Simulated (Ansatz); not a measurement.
# Is NbGa2 in the AlB2 type a stable metal?

The plan: relax NbGa2 in the AlB2 type, check its phonons, and, if the lattice is stable, compute its Eliashberg function and ρ(T).

Calculated with Ansatz 0.2.0; DFT PBEsol, scalar-relativistic, plane waves, PAW; PAW set soft_1.

Most raw output is cut from this account.

The structure was built from a prototype and need not be the compound's stable phase.

**1. Set-up**

The structure is hexagonal, space group P6/mmm (No. 191). The conventional cell has a = 3.976 Å, b = 3.976 Å, c = 4.175 Å, α = 90.00°, β = 90.00°, γ = 120.00°. Nearest to Nb lie 12 Ga at 3.10 Å. Ga has 3 Ga at 2.30 Å and 6 Nb at 3.10 Å nearest. Farther neighbours are not listed.

Coordinates:

```cif
data_structure
_symmetry_space_group_name_H-M 'P6/mmm'
_symmetry_Int_Tables_number 191
_cell_length_a 3.9763
_cell_length_b 3.9763
_cell_length_c 4.1751
_cell_angle_alpha 90.000
_cell_angle_beta 90.000
_cell_angle_gamma 120.000
_cell_volume 57.17
loop_
_atom_site_label
_atom_site_type_symbol
_atom_site_symmetry_multiplicity
_atom_site_Wyckoff_symbol
_atom_site_fract_x
_atom_site_fract_y
_atom_site_fract_z
_atom_site_occupancy
Nb1 Nb 1 a 0.00000 0.00000 0.00000 1
Ga1 Ga 2 d 0.33333 0.66667 0.50000 1
```

**2. Rough relaxation**

Large forces or a large pressure at the start call for a first relaxation with loose thresholds.

Contents of input.yaml:

```yaml
crystal:
  lattice:
    - [3.9763, 0.0, 0.0]
    - [-1.98815, 3.44358, 0.0]
    - [0.0, 0.0, 4.17511]
  atoms:
    - { symbol: Nb, position: [0.0, 0.0, 0.0] }
    - { symbol: Ga, position: [0.33333333, 0.66666667, 0.5] }
    - { symbol: Ga, position: [0.66666667, 0.33333333, 0.5] }
kpoints:
  mp_grid: { grid: [6, 6, 6] }
hamiltonian:
  xc: pbesol
  pseudopotentials: { kind: paw, azcp: { folder: soft_1 }, xc_functional: pbe }
scf:
  occupations: { method: gaussian, width: 0.1 }
output:
  forces: true
  stress: true
  eigenvalues: true
relax:
  adjacent_minimum: "off"
  f_tol: 0.05
  max_steps: 80
  cell: { stress_tol: 0.5 }
```

Command:

```
$ ansatz run input.yaml --threads 4 --pin off --max-ram 12288MiB --backend cpu --events-out ev --progress --plain --runs-dir out
```

Run time: 6.4 s. Hardware: 4 threads of Arm Neoverse V2, shared host; peak memory 0.35 GiB.

The steps of the relaxation:

| step | energy less that of the first step (eV) | largest force component (eV/Å) | pressure (GPa) | volume (Å³) |
| --- | --- | --- | --- | --- |
| 1 | 0.0000 | 0.0000 | -11.26 | 57.17 |
| 2 | -0.4478 | 0.0000 | -8.68 | 54.06 |
| 3 | -0.8124 | 0.0000 | -5.37 | 51.28 |
| 4 | -1.0813 | 0.0000 | -3.77 | 49.59 |
| 5 | -1.2192 | 0.0000 | 0.65 | 47.35 |
| 6 | -1.2396 | 0.0000 | 0.96 | 46.97 |
| 7 | -1.2405 | 0.0000 | -0.05 | 47.30 |
| 8* | -1.2395 | 0.0000 | -0.06 | 47.30 |

Relaxation steps marked * repeat the geometry before them on a plane-wave basis chosen anew for their cell, so energy and pressure can jump there.

The run keeps the 24 symmetry operations that it works with, so distortions that break them were not tested.

| cell as run | before | after | change |
| --- | --- | --- | --- |
| a (Å) | 3.976 | 4.108 | +3.3 % |
| b (Å) | 3.976 | 4.108 | +3.3 % |
| c (Å) | 4.175 | 3.236 | -22.5 % |
| volume (Å³/atom) | 19.06 | 15.77 | -17.3 % |

The relaxed structure:

```xyz
3
Lattice="4.1083 0.0000 0.0000 -2.0542 3.5579 0.0000 0.0000 0.0000 3.2357" Properties=species:S:1:pos:R:3 pbc="T T T"
Nb    0.0000    0.0000    0.0000
Ga    0.0000    2.3720    1.6179
Ga    2.0542    1.1860    1.6179
```

Numbers from this step:

* pressure: -0.05956 GPa
* volume per atom: 15.77 Å³/atom
* metallic on mesh: yes
* gap on the k-mesh: 0 eV

The largest force is now zero by symmetry and the largest stress component 0.11 GPa.

**3. Relaxing cell and atoms**

The structure is brought to rest under this functional.

input.yaml, the sections that differ from step 2:

```yaml
crystal:
  lattice:
    - [4.108339624, 0.0, 0.0]
    - [-2.054169812, 3.5579264817, 0.0]
    - [0.0, 0.0, 3.235748633]
  atoms:
    - { symbol: Nb, position: [0.0, 0.0, 0.0] }
    - { symbol: Ga, position: [0.3333333333, 0.6666666667, 0.5] }
    - { symbol: Ga, position: [0.6666666667, 0.3333333333, 0.5] }
kpoints:
  mp_grid: { grid: [9, 9, 10] }
relax:
  adjacent_minimum: "off"
  f_tol: 0.005
  max_steps: 80
  cell: { stress_tol: 0.05 }
# hamiltonian, scf, output: as in step 2
```

It took 5.8 s on 4 threads; peak memory 0.4 GiB; 21 s of CPU time.

Relaxation path:

| step | energy less that of the first step (eV) | largest force component (eV/Å) | pressure (GPa) | volume (Å³) |
| --- | --- | --- | --- | --- |
| 1 | 0.0000 | 0.0000 | -0.08 | 47.30 |
| 2 | -0.0001 | 0.0000 | -0.16 | 47.34 |
| 3 | 0.0000 | 0.0000 | 0.29 | 47.24 |
| 4 | -0.0003 | 0.0000 | 0.00 | 47.30 |
| 5 | -0.0003 | 0.0000 | 0.00 | 47.30 |

The log counts 1 steps on a newly chosen plane-wave basis, not all of them marked here; energy and pressure can jump at such steps. Relaxation step 3 was tried and not accepted.

| conventional cell, symmetrised | before | after | change |
| --- | --- | --- | --- |
| a (Å) | 4.108 | 4.100 | -0.2 % |
| b (Å) | 4.108 | 4.100 | -0.2 % |
| c (Å) | 3.236 | 3.250 | +0.4 % |
| volume (Å³/atom) | 15.77 | 15.77 | +0.0 % |

The relaxed structure:

```
Nb Ga
1.0
     4.09956    0.00000    0.00000
    -2.04978    3.55033    0.00000
     0.00000    0.00000    3.25001
Nb Ga
1 2
Direct
  0.00000 0.00000 0.00000
  0.33333 0.66667 0.50000
  0.66667 0.33333 0.50000
```

Numbers from this step:

```
pressure : -0.004841 GPa
```

The largest force is now zero by symmetry and the largest stress component 0.030 GPa.

**4. Relaxing tightly for phonons**

No force is left; the cell is relaxed once more with another smearing and tight thresholds.

input.yaml, the sections that differ from step 3:

```yaml
crystal:
  lattice:
    - [4.0995640066, 0.0, 0.0]
    - [-2.0497820033, 3.5503265742, 0.0]
    - [0.0, 0.0, 3.2500133399]
  atoms:
    - { symbol: Nb, position: [0.0, 0.0, 0.0] }
    - { symbol: Ga, position: [0.3333333333, 0.6666666667, 0.5] }
    - { symbol: Ga, position: [0.6666666667, 0.3333333333, 0.5] }
kpoints:
  mp_grid: { grid: [9, 9, 8] }
scf:
  occupations: { method: methfessel_paxton, width: 0.2 }
relax:
  adjacent_minimum: "off"
  f_tol: 0.001
  max_steps: 60
  cell: { stress_tol: 0.01 }
# hamiltonian, output: as in step 3
```

The job ended after 5.9 s (4 threads; peak memory 0.39 GiB).

Relaxation path:

| step | energy less that of the first step (eV) | largest force component (eV/Å) | pressure (GPa) | volume (Å³) |
| --- | --- | --- | --- | --- |
| 1 | 0.0000 | 0.0000 | 0.01 | 47.30 |
| 2 | -0.0002 | 0.0000 | -0.40 | 47.46 |
| 3 | -0.0004 | 0.0000 | 0.01 | 47.34 |
| 4 | -0.0004 | 0.0000 | 0.01 | 47.33 |
| 5 | -0.0004 | 0.0000 | 0.00 | 47.34 |
| 6 | -0.0004 | 0.0000 | 0.00 | 47.34 |

The log counts 1 steps on a newly chosen plane-wave basis, not all of them marked here; energy and pressure can jump at such steps.

| conventional cell, symmetrised | before | after | change |
| --- | --- | --- | --- |
| a (Å) | 4.100 | 4.090 | -0.2 % |
| b (Å) | 4.100 | 4.090 | -0.2 % |
| c (Å) | 3.250 | 3.267 | +0.5 % |
| volume (Å³/atom) | 15.77 | 15.78 | +0.1 % |

Final coordinates:

```cif
data_structure
_symmetry_space_group_name_H-M 'P 1'
_symmetry_Int_Tables_number 1
_cell_length_a 4.0901
_cell_length_b 4.0901
_cell_length_c 3.2674
_cell_angle_alpha 90.000
_cell_angle_beta 90.000
_cell_angle_gamma 120.000
_cell_volume 47.34
loop_
_atom_site_label
_atom_site_type_symbol
_atom_site_fract_x
_atom_site_fract_y
_atom_site_fract_z
_atom_site_occupancy
Nb1 Nb 0.00000 0.00000 0.00000 1
Ga2 Ga 0.33333 0.66667 0.50000 1
Ga3 Ga 0.66667 0.33333 0.50000 1
```

Numbers from this step:

```yaml
pressure: 2.02e-4 GPa
volume_per_atom: 15.78 Å³/atom
```

The largest force is now zero by symmetry and the largest stress component 3.6e-4 GPa, small enough for phonons.

**5. Phonons by linear response: q 2×2×2, k 4×4×6**

Couplings are defined for a stable lattice alone, so phonons come first.

Contents of input.yaml:

```yaml
crystal:
  lattice:
    - [4.0900861684, 0.0, 0.0]
    - [-2.0450430842, 3.5421185255, 0.0]
    - [0.0, 0.0, 3.267425349]
  atoms:
    - { symbol: Nb, position: [0.0, 0.0, 0.0] }
    - { symbol: Ga, position: [0.3333333333, 0.6666666667, 0.5] }
    - { symbol: Ga, position: [0.6666666667, 0.3333333333, 0.5] }
kpoints:
  mp_grid: { grid: [4, 4, 6] }
hamiltonian:
  xc: pbesol
  pseudopotentials: { kind: paw, azcp: { folder: soft_1 }, xc_functional: pbe }
scf:
  occupations: { method: methfessel_paxton, width: 0.2 }
output:
  eigenvalues: true
phonons:
  method: dfpt
  qmesh: [2, 2, 2]
  temperatures: { t_max: 1000, t_step: 50 }
  qpath:
    path:
      - [[0.0, 0.0, 0.0], [0.5, 0.0, 0.0], [0.33333333, 0.33333333, 0.0], [0.0, 0.0, 0.0], [0.0, 0.0, 0.5], [0.5, 0.0, 0.5], [0.33333333, 0.33333333, 0.5], [0.0, 0.0, 0.5]]
      - [[0.5, 0.0, 0.5], [0.5, 0.0, 0.0]]
      - [[0.33333333, 0.33333333, 0.5], [0.33333333, 0.33333333, 0.0]]
    npoints: 10
```

The job ended after 21 s (4 threads; peak memory 0.51 GiB; 76 s of CPU time).

This step gave:

```
share of imaginary modes in the plain interpolation between solved wavevectors : 0.0564
highest frequency, solved or plainly interpolated                              : 320.1 cm⁻¹
```

Solved on the 2×2×2 mesh alone; all other wavevectors are interpolated. The phonon branches at the labelled points (cm⁻¹):

| point | branch 1 | branch 2 | branch 3 | branch 4 | branch 5 | branch 6 | branch 7 | branch 8 | branch 9 |
| --- | --- | --- | --- | --- | --- | --- | --- | --- | --- |
| Γ | -27 | 0 | 0 | 0 | 148 | 170 | 170 | 305 | 305 |
| halfway | 19 | 32 | 66 | 103 | 145 | 158 | 165 | 295 | 308 |
| M | 49 | 68 | 97 | 98 | 110 | 167 | 194 | 278 | 312 |
| halfway | 64 | 72 | 86 | 94 | 107 | 167 | 209 | 266 | 316 |
| K | 83 | 83 | 85 | 85 | 88 | 167 | 239 | 239 | 318 |
| halfway | 20 | 45 | 71 | 108 | 139 | 161 | 169 | 289 | 311 |
| Γ | -27 | 0 | 0 | 0 | 148 | 170 | 170 | 305 | 305 |
| halfway | -8 | 65 | 65 | 128 | 156 | 156 | 184 | 301 | 301 |
| A | 24 | 120 | 120 | 120 | 120 | 180 | 215 | 297 | 297 |
| halfway | -26 | 70 | 110 | 110 | 144 | 177 | 221 | 288 | 304 |
| L | -107 | 92 | 100 | 100 | 163 | 198 | 199 | 278 | 310 |
| halfway | -100 | 32 | 101 | 126 | 158 | 202 | 208 | 262 | 316 |
| H | -77 | -77 | 102 | 145 | 145 | 207 | 233 | 233 | 320 |
| halfway | -33 | 44 | 108 | 114 | 152 | 174 | 222 | 282 | 308 |
| A | 24 | 120 | 120 | 120 | 120 | 180 | 215 | 297 | 297 |
| jump to L | -107 | 92 | 100 | 100 | 163 | 198 | 199 | 278 | 310 |
| halfway | -57 | 75 | 85 | 99 | 148 | 186 | 196 | 276 | 311 |
| M | 49 | 68 | 97 | 98 | 110 | 167 | 194 | 278 | 312 |
| jump to H | -77 | -77 | 102 | 145 | 145 | 207 | 233 | 233 | 320 |
| halfway | -43 | -43 | 95 | 128 | 128 | 189 | 236 | 236 | 319 |
| K | 83 | 83 | 85 | 85 | 88 | 167 | 239 | 239 | 318 |

Lowest modes at the softest wavevector of the mesh. The modes at q = (0.000, 0.500, 0.500) (shares of kinetic energy by element, %) (negative means imaginary):

| mode | frequency (cm⁻¹) | Nb % | Ga % |
| --- | --- | --- | --- |
| 1 | -107.0 | 73 | 27 |
| 2 | 91.9 | 0 | 100 |
| 3 | 99.7 | 100 | 0 |
| 4 | 100.2 | 0 | 100 |
| 5 | 163.3 | 27 | 73 |
| 6 | 197.9 | 0 | 100 |

Displacements in mode 1 (-107.0 cm⁻¹), the largest set to 1, in the home cell:
```
Nb1 0.00 1.00 0.00
Ga2 0.00 0.00 0.50
Ga3 0.00 0.00 0.50
```

Displacements in mode 5 (163.3 cm⁻¹), the largest set to 1, in the home cell:
```
Nb1  0.00  0.75  0.00
Ga2  0.00  0.00 -1.00
Ga3  0.00  0.00 -1.00
```

Among the solved wavevectors the lowest mode, translations apart, is -107 cm⁻¹, imaginary.

**6. Phonons: q 3×3×2, k 6×6×8**

An imaginary mode on so few k-points may come from the sampling, so the phonons are repeated with another q and k mesh.

Changes to input.yaml since step 5:

```diff
@@ -10,3 +10,3 @@
 kpoints:
-  mp_grid: { grid: [4, 4, 6] }
+  mp_grid: { grid: [6, 6, 8] }
 hamiltonian:
@@ -20,3 +20,3 @@
   method: dfpt
-  qmesh: [2, 2, 2]
+  qmesh: [3, 3, 2]
   temperatures: { t_max: 1000, t_step: 50 }
```

Wall time 73 s (4 threads); peak memory 0.64 GiB.

Numbers from this step:

* share of imaginary modes in the plain interpolation between solved wavevectors: 0.0937
* highest frequency, solved or plainly interpolated: 320.3 cm⁻¹

Solved on the 3×3×2 mesh alone; all other wavevectors are interpolated. The phonon branches at the labelled points (cm⁻¹):

| point | branch 1 | branch 2 | branch 3 | branch 4 | branch 5 | branch 6 | branch 7 | branch 8 | branch 9 |
| --- | --- | --- | --- | --- | --- | --- | --- | --- | --- |
| Γ | -38 | 0 | 0 | 0 | 156 | 172 | 172 | 301 | 301 |
| halfway | 24 | 26 | 54 | 92 | 144 | 147 | 167 | 290 | 306 |
| M | 45 | 79 | 96 | 96 | 105 | 135 | 189 | 276 | 311 |
| halfway | 58 | 85 | 87 | 91 | 108 | 140 | 205 | 263 | 315 |
| K | 78 | 78 | 84 | 98 | 98 | 144 | 236 | 236 | 318 |
| halfway | 30 | 38 | 61 | 99 | 137 | 145 | 172 | 285 | 309 |
| Γ | -38 | 0 | 0 | 0 | 156 | 172 | 172 | 301 | 301 |
| halfway | -24 | 57 | 57 | 122 | 154 | 154 | 185 | 298 | 298 |
| A | 16 | 97 | 97 | 121 | 121 | 173 | 210 | 296 | 296 |
| halfway | -52 | 38 | 63 | 109 | 143 | 166 | 220 | 287 | 302 |
| L | -100 | -60 | 94 | 99 | 152 | 192 | 196 | 278 | 308 |
| halfway | -92 | -67 | 98 | 109 | 148 | 190 | 207 | 262 | 316 |
| H | -79 | -79 | 98 | 132 | 132 | 187 | 233 | 233 | 320 |
| halfway | -61 | -37 | 77 | 107 | 151 | 163 | 220 | 280 | 306 |
| A | 16 | 97 | 97 | 121 | 121 | 173 | 210 | 296 | 296 |
| jump to L | -100 | -60 | 94 | 99 | 152 | 192 | 196 | 278 | 308 |
| halfway | -49 | 38 | 75 | 97 | 138 | 169 | 192 | 275 | 310 |
| M | 45 | 79 | 96 | 96 | 105 | 135 | 189 | 276 | 311 |
| jump to H | -79 | -79 | 98 | 132 | 132 | 187 | 233 | 233 | 320 |
| halfway | -24 | -24 | 91 | 119 | 119 | 168 | 234 | 234 | 319 |
| K | 78 | 78 | 84 | 98 | 98 | 144 | 236 | 236 | 318 |

Lowest modes at the softest wavevector of the mesh. The modes at q = (0.000, -0.333, 0.500) (shares of kinetic energy by element, %) (negative means imaginary):

| mode | frequency (cm⁻¹) | Nb % | Ga % |
| --- | --- | --- | --- |
| 1 | -81.8 | 77 | 23 |
| 2 | -37.9 | 100 | 0 |
| 3 | 77.7 | 4 | 96 |
| 4 | 103.8 | 0 | 100 |
| 5 | 159.4 | 19 | 81 |
| 6 | 160.2 | 20 | 80 |

Displacements in mode 1 (-81.8 cm⁻¹), the largest set to 1, in the home cell (x, y, z of the real part, then of the imaginary part):
```
Nb1  0.00  0.99  0.00  0.00 -0.13  0.00
Ga2  0.00  0.00  0.36  0.00  0.00  0.27
Ga3  0.00  0.00  0.45  0.00  0.00  0.07
```

Displacements in mode 3 (77.7 cm⁻¹), the largest set to 1, in the home cell (x, y, z of the real part, then of the imaginary part):
```
Nb1  0.00 -0.12  0.00  0.00 -0.21  0.00
Ga2  0.00  0.00 -0.99  0.00  0.00  0.14
Ga3  0.00  0.00  0.99  0.00  0.00  0.11
```

The modes has structure finer than the step of the table below, so its rows give means over 10 cm⁻¹, whole bins alone (the curve runs from -109 to 340 cm⁻¹). Peaks (cm⁻¹: height): Ga 100.0: 0.0386, 150.7: 0.0302, 277.6: 0.0309, 311.4: 0.0587; Nb -55.0: 0.011, 46.4: 0.0138, 105.6: 0.0160, 147.9: 0.0264, 212.7: 0.0115.

Phonopy on the run's constants, 17x17x17 mesh, Gaussian sigma 3.2 cm⁻¹. Table of modes by wavenumber; means over each step; values in 1/cm⁻¹/cell:

| wavenumber (cm⁻¹) | Ga | Nb |
| --- | --- | --- |
| -100 | 3.9e-4 | 0.00113 |
| -90 | 0.00158 | 0.00468 |
| -80 | 0.00223 | 0.00668 |
| -70 | 0.00235 | 0.00761 |
| -60 | 0.00259 | 0.0101 |
| -50 | 0.00218 | 0.00905 |
| -40 | 0.00265 | 0.00828 |
| -30 | 0.00391 | 0.00578 |
| -20 | 0.00379 | 0.00380 |
| -10 | 0.00234 | 0.00289 |
| 0 | 0.00116 | 0.00106 |
| 10 | 0.00444 | 0.00366 |
| 20 | 0.00946 | 0.00682 |
| 30 | 0.0123 | 0.00906 |
| 40 | 0.0143 | 0.0117 |
| 50 | 0.0186 | 0.0128 |
| 60 | 0.0188 | 0.0115 |
| 70 | 0.0178 | 0.00985 |
| 80 | 0.0185 | 0.00754 |
| 90 | 0.0223 | 0.00539 |
| 100 | 0.0352 | 0.0114 |
| 110 | 0.0252 | 0.0139 |
| 120 | 0.0182 | 0.0103 |
| 130 | 0.0168 | 0.00939 |
| 140 | 0.0221 | 0.0179 |
| 150 | 0.0289 | 0.0240 |
| 160 | 0.0193 | 0.0148 |
| 170 | 0.0155 | 0.0120 |
| 180 | 0.0118 | 0.0101 |
| 190 | 0.0145 | 0.00738 |
| 200 | 0.0149 | 0.00705 |
| 210 | 0.0128 | 0.0105 |
| 220 | 0.00682 | 0.00623 |
| 230 | 0.00176 | 2.3e-4 |
| 240 | 0.00221 | 6.3e-5 |
| 250 | 0.00577 | 2.0e-4 |
| 260 | 0.0111 | 4.5e-4 |
| 270 | 0.0213 | 1.0e-3 |
| 280 | 0.0280 | 0.00116 |
| 290 | 0.0223 | 3.3e-4 |
| 300 | 0.0318 | 3.0e-4 |
| 310 | 0.0532 | 0.00125 |
| 320 | 0.0186 | 6.2e-4 |
| 330 | 2.8e-4 | 1.2e-5 |

No LO-TO term; unit eigenvectors of the mass-weighted matrix. The modes at Γ (shares of kinetic energy by element, %) (negative means imaginary):

| mode | frequency (cm⁻¹) | symmetry | Nb % | Ga % |
| --- | --- | --- | --- | --- |
| 1 | -37.6 | B1g | 0 | 100 |
| 2 | 0.0 | unnamed | 40 | 60 |
| 3 | 0.0 | unnamed | 40 | 60 |
| 4 | 0.0 | unnamed | 40 | 60 |
| 5 | 155.9 | A2u | 60 | 40 |
| 6 | 171.7 | E1u | 60 | 40 |
| 7 | 171.7 | E1u | 60 | 40 |
| 8 | 300.9 | E2g | 0 | 100 |
| 9 | 300.9 | E2g | 0 | 100 |

Displacements in mode 1 (-37.6 cm⁻¹), the largest set to 1:
```
Nb1  0.00  0.00  0.00
Ga2  0.00  0.00  1.00
Ga3  0.00  0.00 -1.00
```

Displacements in mode 9 (300.9 cm⁻¹), the largest set to 1:
```
Nb1  0.00  0.00  0.00
Ga2 -1.00 -0.08  0.00
Ga3  1.00  0.08  0.00
```

Among the solved wavevectors the lowest mode, translations apart, is -81.8 cm⁻¹, imaginary.

**7. Phonons: Fermi–Dirac smearing of 0.3 eV**

The phonons are repeated on the same meshes with a wide Fermi–Dirac smearing, to see whether the soft mode comes from sharp features of the Fermi surface.

Changes to input.yaml since step 6:

```diff
@@ -15,3 +15,3 @@
 scf:
-  occupations: { method: methfessel_paxton, width: 0.2 }
+  occupations: { method: fermi_dirac, width: 0.3 }
 output:
```

Run time: 82 s. Hardware: 4 threads; peak memory 0.69 GiB; 5.3 min of CPU time.

Numbers from this step:

```yaml
share_of_imaginary_modes_in_the_plain_interpolation_between_solved_wavevectors: 0.0483
highest_frequency_solved_or_plainly_interpolated: 319.2 cm⁻¹
```

Solved on the 3×3×2 mesh alone; all other wavevectors are interpolated. Phonon branches along the path, in cm⁻¹:

| point | branch 1 | branch 2 | branch 3 | branch 4 | branch 5 | branch 6 | branch 7 | branch 8 | branch 9 |
| --- | --- | --- | --- | --- | --- | --- | --- | --- | --- |
| Γ | -28 | 0 | 0 | 0 | 153 | 176 | 176 | 300 | 300 |
| halfway | 21 | 46 | 60 | 99 | 144 | 151 | 167 | 292 | 308 |
| M | 39 | 94 | 97 | 101 | 107 | 131 | 193 | 275 | 314 |
| halfway | 54 | 88 | 90 | 100 | 107 | 131 | 208 | 264 | 316 |
| K | 76 | 76 | 86 | 100 | 100 | 131 | 238 | 238 | 317 |
| halfway | 34 | 50 | 65 | 106 | 142 | 143 | 171 | 287 | 310 |
| Γ | -28 | 0 | 0 | 0 | 153 | 176 | 176 | 300 | 300 |
| halfway | -17 | 63 | 63 | 111 | 160 | 160 | 173 | 298 | 298 |
| A | 14 | 113 | 113 | 124 | 124 | 162 | 186 | 296 | 296 |
| halfway | 23 | 72 | 106 | 112 | 142 | 166 | 200 | 287 | 303 |
| L | -86 | 92 | 94 | 100 | 160 | 178 | 196 | 276 | 309 |
| halfway | -82 | 38 | 100 | 122 | 155 | 179 | 207 | 261 | 315 |
| H | -64 | -64 | 100 | 142 | 142 | 180 | 233 | 233 | 319 |
| halfway | 24 | 49 | 109 | 110 | 148 | 164 | 202 | 281 | 306 |
| A | 14 | 113 | 113 | 124 | 124 | 162 | 186 | 296 | 296 |
| jump to L | -86 | 92 | 94 | 100 | 160 | 178 | 196 | 276 | 309 |
| halfway | -39 | 72 | 98 | 99 | 144 | 158 | 195 | 274 | 311 |
| M | 39 | 94 | 97 | 101 | 107 | 131 | 193 | 275 | 314 |
| jump to H | -64 | -64 | 100 | 142 | 142 | 180 | 233 | 233 | 319 |
| halfway | -12 | -12 | 93 | 127 | 127 | 158 | 236 | 236 | 318 |
| K | 76 | 76 | 86 | 100 | 100 | 131 | 238 | 238 | 317 |

Lowest modes at the softest wavevector of the mesh. The modes at q = (-0.333, -0.333, 0.500) (shares of kinetic energy by element, %) (negative means imaginary):

| mode | frequency (cm⁻¹) | Nb % | Ga % |
| --- | --- | --- | --- |
| 1 | -63.9 | 64 | 36 |
| 2 | -63.9 | 64 | 36 |
| 3 | 100.1 | 0 | 100 |
| 4 | 141.8 | 36 | 64 |
| 5 | 141.8 | 36 | 64 |
| 6 | 180.2 | 93 | 7 |

Displacements in mode 2 (-63.9 cm⁻¹), the largest set to 1, in the home cell (x, y, z of the real part, then of the imaginary part):
```
Nb1  0.98  0.00  0.00 -0.20  0.03  0.00
Ga2  0.00  0.00 -0.12  0.00  0.00 -0.59
Ga3  0.00  0.00  0.60  0.00  0.00  0.20
```

Displacements in mode 3 (100.1 cm⁻¹), the largest set to 1, in the home cell (x, y, z of the real part, then of the imaginary part):
```
Nb1  0.00  0.00  0.00  0.00  0.00  0.00
Ga2 -0.93 -0.37  0.00  0.37 -0.93  0.00
Ga3 -0.14  0.99  0.00  0.99  0.14  0.00
```

Among the solved wavevectors the lowest mode, translations apart, is -63.9 cm⁻¹, imaginary.

**8. Summary of results**

```yaml
phonon_run_of_the_rows_without_a_label_of_their_own: PBEsol, q 3×3×2, k 6×6×8
softest_mode_on_the_q_mesh: -81.8 cm⁻¹ at q = (0, -0.333, 0.5)
highest_frequency_solved_or_plainly_interpolated: 320 cm⁻¹
```

The lattice is dynamically unstable at this level: a mode at q = (0, -0.333, 0.5) is imaginary, 81.8i cm⁻¹, so no harmonic coupling constant or resistivity is defined for this structure. These meshes are coarse, and single modes of a metal can move by tens of cm⁻¹ with the k mesh. The coarser mesh found an imaginary mode at another wavevector, which this mesh lacks. The phonon runs are not spin-polarised. The PAW files were made for PBE; under other functionals the run regenerates their frozen core. The structure was built by hand as an ordered model, and its stability against other phases was not tested.

[Logs are printed without paths, hosts, clocks, repeated set-up lines and the standing remarks that a program may print on its own settings, such as how far it seeks lower states.]

[Hosts, paths, dates, database ids (printed as entryN), source tags and the programs' standing remarks are cut or masked in the printed files.]
